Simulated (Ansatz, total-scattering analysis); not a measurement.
**From input file to S(Q): B2O3**

Aim: the structure of B2O3 at 1500 K, and the X-ray and neutron patterns it would give.

Method: ab initio molecular dynamics with Ansatz (LDA, plane waves, PAW default files, Langevin thermostat, no spin, fixed volume). Composition: B 40.0, O 60.0 atom %; 70 atoms. The average runs over 1.27 ps of 70 atoms, so shells between rare elements are rough. Mean temperature 1501 K, largest m.s.d. 0.87 Å², energy drift +9 meV an atom (last third less first, no steady trend), Langevin friction 10 ps⁻¹; the first quarter of the run is discarded. Start: last frame of a classical run of this cell at the same density and temperature. So short a stretch relaxes bonds and nearest shells but still remembers its start.

## The run

The step of 1 fs has to resolve the fastest vibration, that of the lightest atoms and stiffest bonds. The volume is fixed, since the run is too short for a cell to find its own; the mean pressure then hints how far the functional is from its own density, with errors up to a few GPa from cell size, k-points and loose SCF steps (the program warns of the last). One k-point, Γ, is the usual economy for a cell of this size. Smeared occupations keep the forces smooth should levels come near the Fermi energy. A Langevin thermostat samples the right structure once equilibrated, but its friction lowers diffusion.

The input, input.yaml:

```yaml
crystal:
  lattice:
    - [10.145, 0.0, 0.0]
    - [0.0, 10.145, 0.0]
    - [0.0, 0.0, 10.145]
  atoms:
    - { symbol: B, position: [0.6576, 0.8363, 0.2433] }
    - { symbol: B, position: [0.6027, 0.6827, 0.4673] }
    - { symbol: B, position: [0.5396, 0.0412, 0.1259] }
    - { symbol: B, position: [0.4541, 0.7749, 0.9466] }
[... 64 atom lines left out ...]
    - { symbol: O, position: [0.8371, 0.0919, 0.2461] }
    - { symbol: O, position: [0.3201, 0.0736, 0.3669] }
kpoints:
  mp_grid: { grid: [1, 1, 1] }
scf:
  occupations: { method: fermi_dirac, width: 0.1293 }
hamiltonian:
  xc: lda
  pseudopotentials: { kind: paw }
output:
  forces: true
  stress: true
md:
  timestep: 1.0
  n_steps: 1686
  ensemble: nvt_langevin
  temperature: 1500.0
  initial_velocities: maxwell_boltzmann
  seed: 7
```

```console
$ ansatz run input.yaml --threads 8 --pin off --max-ram 20480MiB --backend cpu --events-out ev --progress --plain --runs-dir out
```

```text
Warning: md: disabling space-group detection — thermal motion breaks the input geometry's symmetry, so no spatial operation reduces the k-mesh or symmetrises the density; time reversal is kept, so that k and −k are [...]
Warning: output.stress: scf.convergence.dr2_threshold = 7e-8 eV (the default of an md: trajectory) is looser than the 7e-9 eV advised for a printed stress (1e-10 eV for each atom of the cell: 70). What an SCF threshold [...]
Warning: RAYON_NUM_THREADS=8 ignored (pool sized by the plan → 8); use --threads N
band count auto-derived: 241 (N_el = 336.0; filled up to band 168; 238 by the electrons, moments and atoms)
Engine: ansatz 0.2.0, aarch64-unknown-linux-gnu
Pseudopotential: B, paw, valence charge 3, recommended cutoff 420 eV (normal), B.paw.azcp
Pseudopotential: O, paw, valence charge 6, recommended cutoff 420 eV (normal), O.paw.azcp
Functional definition: SPW92
Crystal: 70 atoms, lattice volume = 1044.134 Å³
Basis set: ecut = 420 eV, 20341 PW (Γ)
Bands: 241, of which v1, the nominal top of the filled ones, is band 168 counted from 1 (167 counted from 0)
k-points: 1
[... other set-up lines, SCF lines and steps between those shown are left out ...]
md step     0: t =     0.00 fs  T =  1478.6 K  F+E_penalty+E_count = -27556.39215045 eV  E_kin = 13.378410 eV  P_inst = -12.2702 GPa  (9 SCF iters)
md step     1: t =     1.00 fs  T =  1394.2 K  F+E_penalty+E_count = -27556.08059304 eV  E_kin = 12.614887 eV  P_inst = -12.2888 GPa  (9 SCF iters)
md step    67: t =    67.00 fs  T =  1618.8 K  F+E_penalty+E_count = -27555.46858607 eV  E_kin = 14.647617 eV  P_inst = -6.2444 GPa  (7 SCF iters)
md step   134: t =   134.00 fs  T =  1634.4 K  F+E_penalty+E_count = -27557.50496969 eV  E_kin = 14.788312 eV  P_inst = -3.3638 GPa  (6 SCF iters)
md step   201: t =   201.00 fs  T =  1520.4 K  F+E_penalty+E_count = -27557.43776236 eV  E_kin = 13.757178 eV  P_inst = -4.1235 GPa  (7 SCF iters)
md step   268: t =   268.00 fs  T =  1419.7 K  F+E_penalty+E_count = -27556.10168636 eV  E_kin = 12.845346 eV  P_inst = -5.4474 GPa  (6 SCF iters)
md step   335: t =   335.00 fs  T =  1413.3 K  F+E_penalty+E_count = -27556.47618135 eV  E_kin = 12.787432 eV  P_inst = -5.1647 GPa  (7 SCF iters)
md step   402: t =   402.00 fs  T =  1511.5 K  F+E_penalty+E_count = -27558.70770962 eV  E_kin = 13.676400 eV  P_inst = -2.5368 GPa  (7 SCF iters)
md step   469: t =   469.00 fs  T =  1516.0 K  F+E_penalty+E_count = -27559.61649182 eV  E_kin = 13.717149 eV  P_inst = -1.3263 GPa  (6 SCF iters)
md step   536: t =   536.00 fs  T =  1494.3 K  F+E_penalty+E_count = -27559.69019143 eV  E_kin = 13.521016 eV  P_inst = 0.6454 GPa  (6 SCF iters)
md step   603: t =   603.00 fs  T =  1312.3 K  F+E_penalty+E_count = -27558.86676948 eV  E_kin = 11.874136 eV  P_inst = -0.1934 GPa  (6 SCF iters)
md step   670: t =   670.00 fs  T =  1338.9 K  F+E_penalty+E_count = -27558.31825367 eV  E_kin = 12.114266 eV  P_inst = -2.2183 GPa  (8 SCF iters)
md step   737: t =   737.00 fs  T =  1680.6 K  F+E_penalty+E_count = -27558.02092086 eV  E_kin = 15.206483 eV  P_inst = -0.0519 GPa  (7 SCF iters)
md step   804: t =   804.00 fs  T =  1528.0 K  F+E_penalty+E_count = -27557.78030015 eV  E_kin = 13.825708 eV  P_inst = -4.0386 GPa  (6 SCF iters)
md step   871: t =   871.00 fs  T =  1551.5 K  F+E_penalty+E_count = -27559.85444446 eV  E_kin = 14.038378 eV  P_inst = -1.5849 GPa  (7 SCF iters)
md step   938: t =   938.00 fs  T =  1323.5 K  F+E_penalty+E_count = -27559.44936857 eV  E_kin = 11.974993 eV  P_inst = 1.2607 GPa  (6 SCF iters)
md step  1005: t =  1005.00 fs  T =  1718.5 K  F+E_penalty+E_count = -27558.77763957 eV  E_kin = 15.549119 eV  P_inst = -0.9986 GPa  (6 SCF iters)
md step  1072: t =  1072.00 fs  T =  1489.9 K  F+E_penalty+E_count = -27557.60762128 eV  E_kin = 13.481049 eV  P_inst = -2.4479 GPa  (7 SCF iters)
md step  1139: t =  1139.00 fs  T =  1616.2 K  F+E_penalty+E_count = -27557.78537558 eV  E_kin = 14.623552 eV  P_inst = -2.5428 GPa  (7 SCF iters)
md step  1206: t =  1206.00 fs  T =  1449.2 K  F+E_penalty+E_count = -27557.99124453 eV  E_kin = 13.113062 eV  P_inst = -1.3140 GPa  (7 SCF iters)
md step  1273: t =  1273.00 fs  T =  1515.3 K  F+E_penalty+E_count = -27556.81383613 eV  E_kin = 13.710346 eV  P_inst = 0.9100 GPa  (6 SCF iters)
md step  1340: t =  1340.00 fs  T =  1622.6 K  F+E_penalty+E_count = -27559.26206631 eV  E_kin = 14.681613 eV  P_inst = -2.1509 GPa  (8 SCF iters)
md step  1407: t =  1407.00 fs  T =  1620.5 K  F+E_penalty+E_count = -27556.14986034 eV  E_kin = 14.662969 eV  P_inst = -1.5717 GPa  (6 SCF iters)
md step  1474: t =  1474.00 fs  T =  1456.0 K  F+E_penalty+E_count = -27556.55063959 eV  E_kin = 13.174460 eV  P_inst = 0.0254 GPa  (6 SCF iters)
md step  1541: t =  1541.00 fs  T =  1507.9 K  F+E_penalty+E_count = -27557.91128574 eV  E_kin = 13.643773 eV  P_inst = -2.2838 GPa  (6 SCF iters)
md step  1608: t =  1608.00 fs  T =  1409.3 K  F+E_penalty+E_count = -27559.31274254 eV  E_kin = 12.751187 eV  P_inst = 0.7700 GPa  (7 SCF iters)
md step  1675: t =  1675.00 fs  T =  1463.1 K  F+E_penalty+E_count = -27560.49572097 eV  E_kin = 13.238129 eV  P_inst = -3.1260 GPa  (6 SCF iters)
[... last step's energies and forces left out ...]
--- MD trajectory: 1686 steps, t = 0.0 → 1686.0 fs ---
  final state: T = 1649.9 K   F+E_penalty+E_count = -27561.53157948 eV   E_kin = 14.928569 eV
```

Time and hardware: 56 min on 8 threads of Arm Neoverse V2, on a shared host, peak memory 1.1 GiB.

## Analysis

The totals are in Faber–Ziman form. Below 4 Å⁻¹ the partials are summed on the cell's own reciprocal vectors (from 0.62 Å⁻¹) and folded with a Gaussian of σ = 0.14 Å⁻¹; above it they are transforms of g(r) out to 6.9 Å, tapered over the last 40 %. The fold lowers sharp peaks, and with so few vectors their positions are good to about 0.1 Å⁻¹. X-rays take neutral-atom form factors, neutrons coherent lengths (B 6.65, O 5.8037 fm). Boron is taken as ¹¹B. G(r) = 4πrρ₀[g(r) − 1] carries the resolution of a Lorch-windowed transform up to 20 Å⁻¹. The patterns are simulated, not measured. The cell is small: beyond half the box only the part of each shell inside it is counted, and low-Q values rest on few vectors. It is averaged over 127 frames.

```
T (K)            state  density (g/cm³)  first clear X-ray maximum (Å⁻¹)  its height (X-ray)  first clear neutron maximum (Å⁻¹)  its height (neutron)  B–O (Å)  O around B  O–O (Å)  O on one former (%)                   held  D over the elements, rough (10⁻⁹ m²/s)
 1500  melt, short run            1.550                             1.34                1.35                               1.35                  1.52     1.36        3.00     2.36                  0.0  volume, -1.5 GPa mean                                       -
```

neutron S(Q):

```
Q (Å⁻¹)  1500 K
    0.8    1.43
    1.1    1.10
    1.4    1.50
    1.7    1.03
    2.0    1.11
    2.3    1.03
    2.6    0.88
    2.9    0.72
    3.2    0.66
    3.5    0.68
    3.8    0.70
    4.1    0.72
    4.4    0.74
    4.7    0.82
    5.0    1.02
    5.3    1.31
    5.6    1.50
    5.9    1.47
    6.2    1.28
    6.5    1.06
    6.8    0.91
    7.1    0.83
    7.4    0.80
    7.7    0.80
    8.0    0.83
    8.3    0.89
    8.6    0.95
    8.9    0.99
```

At 1500 K the maxima of S(Q), Q in Å⁻¹ (height), are X-ray: 1.34 (1.35), 3.15 (1.05), 5.79 (1.50), 10.79 (1.13); neutron: 1.35 (1.52), 2.02 (1.11), 5.71 (1.52), 10.66 (1.14). Weak or low-Q maxima rest on few vectors and may or may not be a real pre-peak: X-ray 0.85 (1.33), neutron 0.85 (1.46). Its shells:

```csv
pair,first peak (Å),g there,first minimum (Å),g there,neighbours,X-ray weight (f = Z),neutron weight
B–O,1.36,18.2,1.76,0.01,"3.0 O per B, 2.0 B per O",0.42,0.49
O–O,2.36,5.0,2.80,0.47,4.4,0.50,0.32
B–B,2.55,4.0,3.00,0.31,3.2,0.09,0.19
```

Bonded neighbours (only these pairs count: cutoffs B–O 1.76 Å): B: 3 100 %; O: 2 100 %. Bridging oxygens per network former of four or fewer bonds: B: Q3 100 %. Oxygen by network formers bound (Si, B, P, Ge and Al count): two 100 %. O–B–O peak at 122° and B–O–B peak at 130°. These counts come from 15 frames.

The tapered transform alone would put 1.39 at the neutron maximum of 1.35 Å⁻¹, where the reciprocal vectors give 1.52: a cut in r lowers sharp peaks, which is why the direct sum is used there.

**Reading.** The first B–O shell holds 3.0 O at 1.36 Å, and g falls to nearly zero behind it. The first O–O shell holds 4.4 O at 2.36 Å, with no empty gap behind it. In Bhatia–Thornton form S_CC/(c₁c₂) peaks at 3.20 Å⁻¹ with 2.36, the mark of chemical order: unlike neighbours are preferred. Unlike atoms are nearest: the pair functions peak at 1.36 Å (B–O) and 2.36 Å (O–O). The ratio of these peaks, 1.73 (±0.04), compares with 1.73 for a triangle, 1.63 for a tetrahedron and 1.41 for an octahedron, and B has 3.0 anions. The weights that differ most between the probes (X-ray, neutron): O–O 0.50 and 0.32, B–B 0.09 and 0.19 and B–O 0.42 and 0.49.

[Logs are printed without paths, hosts, clocks, repeated set-up lines and the standing remarks that a program may print on its own settings, such as how far it seeks lower states.]
